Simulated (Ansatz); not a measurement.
# twin(10-11) boundary in hcp Ru: structure and resistance

Wanted: what the twin(10-11) boundary in hcp Ru costs an interconnect.

Method: Ansatz plane-wave DFT, PBE, PAW files; relaxation of a bicrystal slab with its lowest layers held; PAW set soft_1, in the first sound run; inputs show where later runs differ, in Ansatz 0.2.0.

## 1. Starting point

The cell holds 20 atoms: 20 Ru. Cell: a = 5.065 Å, b = 2.706 Å, c = 30.186 Å, α = 90.0°, β = 90.0°, γ = 74.5°. It derives from Ru. built on the (1 0 1) plane; 2 overlapping atoms removed and the grains opened by 0 Å. Vacuum lies along c.

## 2. Relaxing the bicrystal

The boundary is built by mirroring the lower grain in the boundary plane and removing any atoms that overlap. A thin bicrystal slab is relaxed first, with the lowest layers held and the upper grain free to shift and open.

File input.yaml:

```yaml
crystal:
  lattice:
    - [5.0651773167, 0.0, 0.0]
    - [0.7227144463, 2.6074963987, 0.0]
    - [0.0, 0.0, 30.1856688041]
  atoms:
    - { symbol: Ru, position: [0.671864908, 0.4557342127, 0.1656415179] }
    - { symbol: Ru, position: [0.1334538702, 0.7249397315, 0.1769913154] }
    - { symbol: Ru, position: [0.441398681, 0.0709673262, 0.233740303] }
    - { symbol: Ru, position: [0.9029876432, 0.340172845, 0.2450901005] }
    - { symbol: Ru, position: [0.210932454, 0.6862004397, 0.301839088] }
    - { symbol: Ru, position: [0.6725214162, 0.9554059585, 0.3131888855] }
    - { symbol: Ru, position: [0.980466227, 0.3014335532, 0.3699378731] }
    - { symbol: Ru, position: [0.4420551892, 0.570639072, 0.3812876706] }
    - { symbol: Ru, position: [0.75, 0.9166666667, 0.4380366582] }
    - { symbol: Ru, position: [0.2115889622, 0.1858721855, 0.4493864557] }
    - { symbol: Ru, position: [0.4420551892, 0.570639072, 0.5174852407] }
    - { symbol: Ru, position: [0.980466227, 0.3014335532, 0.5288350382] }
    - { symbol: Ru, position: [0.6725214162, 0.9554059585, 0.5855840258] }
    - { symbol: Ru, position: [0.210932454, 0.6862004397, 0.5969338233] }
    - { symbol: Ru, position: [0.9029876432, 0.340172845, 0.6536828109] }
    - { symbol: Ru, position: [0.441398681, 0.0709673262, 0.6650326084] }
    - { symbol: Ru, position: [0.1334538702, 0.7249397315, 0.7217815959] }
    - { symbol: Ru, position: [0.671864908, 0.4557342127, 0.7331313934] }
    - { symbol: Ru, position: [0.3639200972, 0.109706618, 0.789880381] }
    - { symbol: Ru, position: [0.902331135, 0.8405010992, 0.8012301785] }
kpoints:
  mp_grid: { grid: [9, 9, 1] }
hamiltonian:
  xc: pbe
  pseudopotentials: { kind: paw, azcp: { folder: soft_1 } }
scf:
  occupations: { method: fermi_dirac, width: 0.1 }
relax:
  f_tol: 0.03
  max_steps: 80
  constraints: [{ sites: [0, 1, 2, 3] }]
```

Started as:

```
> ansatz run input.yaml --threads 4 --pin off --max-ram 15360MiB --backend cpu --events-out ev --progress --plain --runs-dir out
```

Numbers of over 12 decimals in the logs are rounded to 6 here.

The program printed:

```text
Engine: ansatz 0.2.0, aarch64-unknown-linux-gnu
Pseudopotentials: kind: paw
Pseudopotential: Ru, paw, valence charge 16, recommended cutoff 420 eV (normal), soft_1/Ru.paw.azcp
Functional definition: PBE
  parameter kappa = 0.804
  parameter beta = 0.066725
  exchange = pbe_x(kappa = kappa, mu = beta*pi^2/3)
  correlation = pbe_c(beta = beta)
Crystal: 20 atoms, lattice volume = 398.675 Å³
Basis set: ecut = 420 eV, 7873 PW (Γ), exchange–correlation on 72×40×432 points (8 copies of the dense FFT grid, shifted against one another)
Bands: 192, of which v1, the nominal top of the filled ones, is band 160 counted from 1 (159 counted from 0)
Symmetry: 2 space group operations
Space group: Cm (ITA 8), of the structure as read, at distance tolerance 7.4e-5 Å
k-points: 25 of 81 (time reversal used)
Non-local potential: Ru, projectors of the file, l = 0: 3, l = 1: 2, l = 2: 2, l = 3: 1
PAW form: soft (Blöchl's): semilocal exchange-correlation on the pseudo side does not see the compensation charge
PAW one-centre angular grid: Ru, 590 points (default); XC on 64 Gauss nodes
Initial density: superposition of atomic densities (neutral atoms: chi_scale 0, normalization atom)
Initial wavefunctions: pseudopotential atomic-orbital guess
Functional: x = pbe(κ = 0.804, μ = 0.219515), c = pbe(β = 0.066725)
SCF iter   1: F=—  HF=-117581.741582 eV  |F-HF|=—  |Δ(HF+E_count)|=         —  Δρ=9.79e-2  dr2=6.76e1  ethr=3.10e-3  ⟨swp⟩=7.4  Hψ=18306  notcnv=0  defer=5
preconditioner: auto → LDOS  [metal: Δε(μ)=0.016 eV  Ē_g=4.972 eV  σ=0.100 eV  W_gap=0.04  n_scr=124 (ndim 8)  ℏωp=23.5 eV  f_vac=0.271  D(μ)=18.58/eV (n_scr^D=162)  β→1.0]
SCF iter   2: F=—  HF=-117583.794934 eV  |F-HF|=—  |Δ(HF+E_count)|=    2.05e0  Δρ=1.05e-1  dr2=5.28e1  ethr=3.10e-3  ⟨swp⟩=3.9  Hψ=13295  notcnv=0  defer=21
SCF iter   3: F=—  HF=-117569.137000 eV  |F-HF|=—  |Δ(HF+E_count)|=    1.47e1  Δρ=6.50e-3  dr2=1.76e-1  ethr=3.10e-3  ⟨swp⟩=3.0  Hψ=11625  notcnv=0  defer=35
SCF iter   4: F=—  HF=-117569.098641 eV  |F-HF|=—  |Δ(HF+E_count)|=   3.84e-2  Δρ=3.05e-3  dr2=8.16e-2  ethr=5.50e-5  ⟨swp⟩=3.2  Hψ=11462  notcnv=0  defer=35
SCF iter   5: F=—  HF=-117569.081242 eV  |F-HF|=—  |Δ(HF+E_count)|=   1.74e-2  Δρ=9.07e-4  dr2=4.26e-3  ethr=2.55e-5  ⟨swp⟩=2.1  Hψ=7091  notcnv=0  defer=35
SCF iter   6: F=—  HF=-117569.083466 eV  |F-HF|=—  |Δ(HF+E_count)|=   2.22e-3  Δρ=3.22e-4  dr2=6.96e-4  ethr=1.33e-6  ⟨swp⟩=3.2  Hψ=10238  notcnv=0  defer=35
SCF iter   7: F=—  HF=-117569.083568 eV  |F-HF|=—  |Δ(HF+E_count)|=   1.02e-4  Δρ=1.19e-4  dr2=1.51e-4  ethr=2.18e-7  ⟨swp⟩=2.0  Hψ=6888  notcnv=0  defer=35
SCF iter   8: F=-117569.083562 eV  HF=-117569.083564 eV  |F-HF|=1.36e-6  |Δ(HF+E_count)|=   4.58e-6  Δρ=4.56e-5  dr2=1.44e-5  ethr=7.03e-9  ⟨swp⟩=3.8  Hψ=19099  notcnv=0
SCF 1 converged in 8 iterations: F = -117569.083562 eV  dr2 = 1.44e-5
  greatest PAW one-centre occupation: 1.000 electrons in one spin orbital (limit 2), on the Ru atom at site 12 (counted from 0), in its partial waves of l = 0
relax step   1: F+E_penalty+E_count = -117569.08356231 eV  Δ(F+E_penalty+E_count) = +0.000e0 eV  max|allowed force component| = 1.392e0 eV/Å  Δτ_max = 0.0000 Å  (8 SCF iters, dr2 threshold 2.25e-5 eV, accepted)
Initial density: handed on by an earlier stage of this run
Initial wavefunctions: those handed on with the density
iter 1 solved again at ethr=3.90e-4 eV; its pass at ethr=3.10e-3 eV (dr2=1.25e0 eV) is discarded
SCF iter   1: F=—  HF=-117569.577922 eV  |F-HF|=—  |Δ(HF+E_count)|=         —  Δρ=1.01e-2  dr2=1.25e0  ethr=3.90e-4  ⟨swp⟩=1.2  Hψ=17255  notcnv=0  defer=20
preconditioner: auto → LDOS  [metal: Δε(μ)=0.028 eV  Ē_g=4.557 eV  σ=0.100 eV  W_gap=0.07  n_scr=124 (ndim 8)  ℏωp=23.5 eV  f_vac=0.273  D(μ)=20.87/eV (n_scr^D=212)  β→1.0]
SCF iter   2: F=—  HF=-117569.538055 eV  |F-HF|=—  |Δ(HF+E_count)|=   3.99e-2  Δρ=4.86e-3  dr2=1.55e-1  ethr=3.90e-4  ⟨swp⟩=2.0  Hψ=7430  notcnv=0  defer=20
SCF iter   3: F=—  HF=-117569.516485 eV  |F-HF|=—  |Δ(HF+E_count)|=   2.16e-2  Δρ=2.47e-3  dr2=5.52e-2  ethr=4.85e-5  ⟨swp⟩=3.0  Hψ=10823  notcnv=0  defer=20
SCF iter   4: F=—  HF=-117569.503457 eV  |F-HF|=—  |Δ(HF+E_count)|=   1.30e-2  Δρ=3.96e-4  dr2=8.88e-4  ethr=1.72e-5  ⟨swp⟩=2.2  Hψ=7080  notcnv=0  defer=22
SCF iter   5: F=—  HF=-117569.503401 eV  |F-HF|=—  |Δ(HF+E_count)|=   5.55e-5  Δρ=1.26e-4  dr2=8.02e-5  ethr=3.13e-8  ⟨swp⟩=3.5  Hψ=21846  notcnv=0
SCF iter   6: F=-117569.503407 eV  HF=-117569.503411 eV  |F-HF|=4.06e-6  |Δ(HF+E_count)|=   9.69e-6  Δρ=4.79e-5  dr2=1.09e-5  ethr=2.50e-8  ⟨swp⟩=4.0  Hψ=13407  notcnv=0
SCF 2 converged in 6 iterations: F = -117569.503407 eV  dr2 = 1.09e-5
  greatest PAW one-centre occupation: 1.000 electrons in one spin orbital (limit 2), on the Ru atom at site 9 (counted from 0), in its partial waves of l = 0
relax step   2: F+E_penalty+E_count = -117569.50340709 eV  Δ(F+E_penalty+E_count) = -4.198e-1 eV  max|allowed force component| = 6.521e-1 eV/Å  Δτ_max = 0.1949 Å  (6 SCF iters, dr2 threshold 1.00e-4 eV, accepted)
SCF iter   1: F=—  HF=-117570.001705 eV  |F-HF|=—  |Δ(HF+E_count)|=         —  Δρ=2.23e-2  dr2=1.78e1  ethr=3.10e-3  ⟨swp⟩=5.9  Hψ=13097  notcnv=0  defer=5
preconditioner: auto → LDOS  [metal: Δε(μ)=0.009 eV  Ē_g=4.618 eV  σ=0.100 eV  W_gap=0.02  n_scr=124 (ndim 8)  ℏωp=23.5 eV  f_vac=0.279  D(μ)=20.55/eV (n_scr^D=208)  β→1.0]
SCF iter   2: F=—  HF=-117569.766589 eV  |F-HF|=—  |Δ(HF+E_count)|=   2.35e-1  Δρ=1.05e-2  dr2=7.23e-1  ethr=3.10e-3  ⟨swp⟩=2.0  Hψ=6857  notcnv=0  defer=22
SCF iter   3: F=—  HF=-117569.683709 eV  |F-HF|=—  |Δ(HF+E_count)|=   8.29e-2  Δρ=6.92e-3  dr2=3.71e-1  ethr=2.26e-4  ⟨swp⟩=3.0  Hψ=10985  notcnv=0  defer=22
SCF iter   4: F=—  HF=-117569.614399 eV  |F-HF|=—  |Δ(HF+E_count)|=   6.93e-2  Δρ=9.31e-4  dr2=8.70e-3  ethr=1.16e-4  ⟨swp⟩=2.2  Hψ=8831  notcnv=0  defer=22
SCF iter   5: F=—  HF=-117569.613146 eV  |F-HF|=—  |Δ(HF+E_count)|=   1.25e-3  Δρ=2.59e-4  dr2=1.24e-3  ethr=2.72e-6  ⟨swp⟩=3.0  Hψ=9304  notcnv=0  defer=22
SCF iter   6: F=—  HF=-117569.613245 eV  |F-HF|=—  |Δ(HF+E_count)|=   9.88e-5  Δρ=1.01e-4  dr2=7.48e-5  ethr=3.88e-7  ⟨swp⟩=1.5  Hψ=4826  notcnv=0  defer=22
SCF iter   7: F=-117569.613274 eV  HF=-117569.613280 eV  |F-HF|=6.58e-6  |Δ(HF+E_count)|=   3.53e-5  Δρ=2.90e-5  dr2=9.70e-6  ethr=8.31e-9  ⟨swp⟩=5.4  Hψ=17084  notcnv=0
SCF 3 converged in 7 iterations: F = -117569.613274 eV  dr2 = 9.70e-6
relax step   3: F+E_penalty+E_count = -117569.61327354 eV  Δ(F+E_penalty+E_count) = -1.099e-1 eV  max|allowed force component| = 3.027e-1 eV/Å  Δτ_max = 0.1975 Å  (7 SCF iters, dr2 threshold 2.66e-5 eV, accepted)
[...]
relax step   4: F+E_penalty+E_count = -117569.62587782 eV  Δ(F+E_penalty+E_count) = -1.260e-2 eV  max|allowed force component| = 1.111e-1 eV/Å  Δτ_max = 0.0470 Å  (6 SCF iters, dr2 threshold 1.97e-5 eV, accepted)
[...]
relax step   5: F+E_penalty+E_count = -117569.62785926 eV  Δ(F+E_penalty+E_count) = -1.981e-3 eV  max|allowed force component| = 2.327e-2 eV/Å  Δτ_max = 0.0137 Å  (5 SCF iters, dr2 threshold 1.66e-6 eV, accepted)
iter 1 solved again at ethr=1.60e-10 eV; its pass at ethr=3.10e-3 eV (dr2=5.12e-7 eV) is discarded
SCF iter   1: F=—  HF=-117569.627865 eV  |F-HF|=—  |Δ(HF+E_count)|=         —  Δρ=1.05e-5  dr2=5.12e-7  ethr=1.60e-10  ⟨swp⟩=2.5  Hψ=11540  notcnv=0  defer=23
preconditioner: auto → LDOS  [metal: Δε(μ)=0.016 eV  Ē_g=4.600 eV  σ=0.100 eV  W_gap=0.04  n_scr=124 (ndim 8)  ℏωp=23.5 eV  f_vac=0.279  D(μ)=20.36/eV (n_scr^D=192)  β→1.0]
SCF iter   2: F=—  HF=-117569.627860 eV  |F-HF|=—  |Δ(HF+E_count)|=   5.77e-6  Δρ=6.21e-6  dr2=3.07e-7  ethr=1.60e-10  ⟨swp⟩=2.8  Hψ=9825  notcnv=0  defer=23
SCF iter   3: F=-117569.627860 eV  HF=-117569.627860 eV  |F-HF|=2.99e-8  |Δ(HF+E_count)|=   6.35e-8  Δρ=2.63e-6  dr2=6.62e-8  ethr=3.13e-11  ⟨swp⟩=3.2  Hψ=20537  notcnv=0
SCF 6 converged in 3 iterations: F = -117569.627860 eV  dr2 = 6.62e-8
relax step   6: F+E_penalty+E_count = -117569.62785954 eV  Δ(F+E_penalty+E_count) = -2.819e-7 eV  max|allowed force component| = 2.332e-2 eV/Å  Δτ_max = 0.0000 Å  (3 SCF iters, accepted)
SCF converged after 3 iterations
Free energy (F): -117569.627860 eV
Harris-Foulkes:  -117569.627860 eV  (|F-HF|=2.99e-8)
Internal energy: -117568.958694 eV  (E = F + TS)
E sigma→0 (E₀):  -117569.293277 eV
Entropy (-TS):   -0.669165 eV (-33.458 meV/atom)
Fermi energy:    14.361196 eV
--- Per-component energies (eV) ---
  E_band       = -3962.978193
  E_kinetic    = 9189.264140
  E_local      = -372632.343274  (includes V_loc(G=0)·N_el)
  E_nonlocal   = 8260.282121
  E_hartree    = 180615.972086
  E_xc         = -3391.751700
  E_vxc        = -4288.274626  (∫ρ·V_xc dr)
  E_paw        = -70032.216784  (= ΣΔE_a)
  E_vpaw       = -5723.845653  (= ΣTr[D̂ρ^β])
  E_aug_tail   = 0.012684  (compensation charges beyond the density's cutoff)
  E_ewald      = 130421.822033
  E_smearing   = -0.669165  (= −TS)
  E_closure    = -0.000000  (closes the sum)
  Σ components = -117569.627860   (vs F -117569.627860, Δ=0.00e0)
--- Forces (eV/Å), atoms counted from 1 ---
  atom   1  Ru     0.14103319    -0.03908988     0.90394505
  atom   2  Ru    -0.16260136     0.04506789     0.25501024
  atom   3  Ru     0.18928046    -0.05246248    -0.43693788
  atom   4  Ru    -0.16693411     0.04626879    -0.72556026
  atom   5  Ru    -0.00318821     0.00088367    -0.00110025
  atom   6  Ru     0.00044012    -0.00012199    -0.00287646
  atom   7  Ru     0.00797892    -0.00221150     0.00035204
  atom   8  Ru    -0.00053331     0.00014782     0.00540180
  atom   9  Ru    -0.00508162     0.00140846     0.00206936
  atom  10  Ru     0.00349674    -0.00096918     0.00592722
  atom  11  Ru    -0.00215309     0.00059677     0.00472425
  atom  12  Ru    -0.00135984     0.00037691    -0.00536526
  atom  13  Ru    -0.00431013     0.00119463    -0.00547204
  atom  14  Ru     0.00097812    -0.00027110    -0.00173256
  atom  15  Ru     0.00523791    -0.00145178     0.00387162
  atom  16  Ru     0.00025437    -0.00007050     0.00195475
  atom  17  Ru     0.01020782    -0.00282928    -0.01867970
  atom  18  Ru    -0.00097517     0.00027029     0.00065039
  atom  19  Ru    -0.00575169     0.00159418    -0.00949844
  atom  20  Ru    -0.00601291     0.00166658     0.02332276
  max |Σ_I F_I| component: 6.62e-6 eV/Å
--- Relaxed structure (6 steps of the walk, 6 accepted, 0 SCFs on fresh bases) ---
  F+E_penalty+E_count = -117569.62785954 eV   max|allowed force component| = 2.332e-2 eV/Å
  atoms:
    - { symbol: Ru, position: [0.671864908, 0.455734, 0.165642] }
    - { symbol: Ru, position: [0.133454, 0.724940, 0.176991] }
    - { symbol: Ru, position: [0.441399, 0.070967, 0.233740] }
    - { symbol: Ru, position: [0.9029876432, 0.340173, 0.245090] }
    - { symbol: Ru, position: [0.209155, 0.687089, 0.303040] }
    - { symbol: Ru, position: [0.671079, 0.956127, 0.313675] }
    - { symbol: Ru, position: [0.977223, 0.303055, 0.370433] }
    - { symbol: Ru, position: [0.447529, 0.567902, 0.383654] }
    - { symbol: Ru, position: [0.742149, 0.920592, 0.446791] }
    - { symbol: Ru, position: [0.202517, 0.190408, 0.446602] }
    - { symbol: Ru, position: [0.447409, 0.567962, 0.509803] }
    - { symbol: Ru, position: [0.976955, 0.303189, 0.522718] }
    - { symbol: Ru, position: [0.670727, 0.956303, 0.579606] }
    - { symbol: Ru, position: [0.208517, 0.687408, 0.590469] }
    - { symbol: Ru, position: [0.901858, 0.340738, 0.647684] }
    - { symbol: Ru, position: [0.440130, 0.071601, 0.659227] }
    - { symbol: Ru, position: [0.134863, 0.724235, 0.717599] }
    - { symbol: Ru, position: [0.675049, 0.454142, 0.728279] }
    - { symbol: Ru, position: [0.361164, 0.111085, 0.783929] }
    - { symbol: Ru, position: [0.905373, 0.838980, 0.793354] }
```

The job ended after 4.3 min (4 threads of Arm Neoverse V2, shared host; peak memory 2.4 GiB).

Step by step:

| step | energy less that of the first step (eV) | largest force component (eV/Å) |
| --- | --- | --- |
| 1 | 0.0000 | 1.3918 |
| 2 | -0.4198 | 0.6521 |
| 3 | -0.5297 | 0.3027 |
| 4 | -0.5423 | 0.1111 |
| 5 | -0.5443 | 0.0233 |
| 6 | -0.5443 | 0.0233 |

The run keeps the 2 symmetry operations that it works with, so distortions that break them were not tested.

The atoms that moved most (Å):

| atom | dx | dy | dz | length |
| --- | --- | --- | --- | --- |
| Ru9 | -0.037 | 0.010 | 0.264 | 0.267 |
| Ru20 | 0.014 | -0.004 | -0.238 | 0.238 |
| Ru11 | 0.025 | -0.007 | -0.232 | 0.233 |
| Ru14 | -0.011 | 0.003 | -0.195 | 0.196 |
| Ru12 | -0.017 | 0.005 | -0.185 | 0.185 |
| Ru15 | -0.005 | 0.001 | -0.181 | 0.181 |
| Ru13 | -0.008 | 0.002 | -0.180 | 0.181 |
| Ru19 | -0.013 | 0.004 | -0.180 | 0.180 |

Numbers from this step:

| Item | Value |
| --- | --- |
| free energy | -117569.6279 eV |
| energy at zero smearing | -117569.2933 eV |
| Fermi energy | 14.36 eV |

The largest force component on a free atom ends at 0.023 eV/Å, under the tolerance of 0.03, after 6 steps.

(Continued in part 2 of 2.)

[Logs are printed without paths, hosts, clocks, repeated set-up lines and the standing remarks that a program may print on its own settings, such as how far it seeks lower states.]

[Hosts, paths, dates, database ids (printed as entryN), source tags and the programs' standing remarks are cut or masked in the printed files.]
